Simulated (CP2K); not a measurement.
Two runs for the O K edge of hydronium. Run A: CP2K XAS_TDP, all-electron GAPW, PBEh(45%), aug-cc-pVTZ, TDA, no relativity. Run B differs in one setting.

First lines with a strength over 0.0015. A:

| atom | energy (eV) | states | strength, one atom |
| --- | --- | --- | --- |
| O1 (bonded to 3 H) | 533.20 | 1 | 0.0073 |
|  | 534.70 | 2 | 0.0918 |
|  | 538.46 | 1 | 0.0146 |
|  | 541.07 | 2 | 0.0023 |
|  | 541.65 | 2 | 0.0092 |

B:

| atom | energy (eV) | states | strength, one atom |
| --- | --- | --- | --- |
| O1 (bonded to 3 H) | 533.54 | 1 | 0.0079 |
|  | 535.02 | 2 | 0.0972 |
|  | 550.98 | 1 | 0.0979 |
|  | 556.55 | 2 | 0.1717 |

Question: Which was it: the basis, the functional, GW2X switched on, scalar relativity switched on?

The basis (basis from aug-cc-pVTZ to 6-31G*; the lines alone don't name the new value). A basis moves diffuse and continuum lines far more than the leading valence line. Against PBEh(45%) in aug-cc-pVTZ, the leading line moves by +0.32 eV, to 535.02 eV; the strength of O1's goes from 0.0918 to 0.0972. The next line of O1 over the strength cut lies 15.96 eV higher, against 3.76.

[Hosts, paths, dates, database ids (printed as entryN), source tags and the programs' standing remarks are cut or masked in the printed files.]
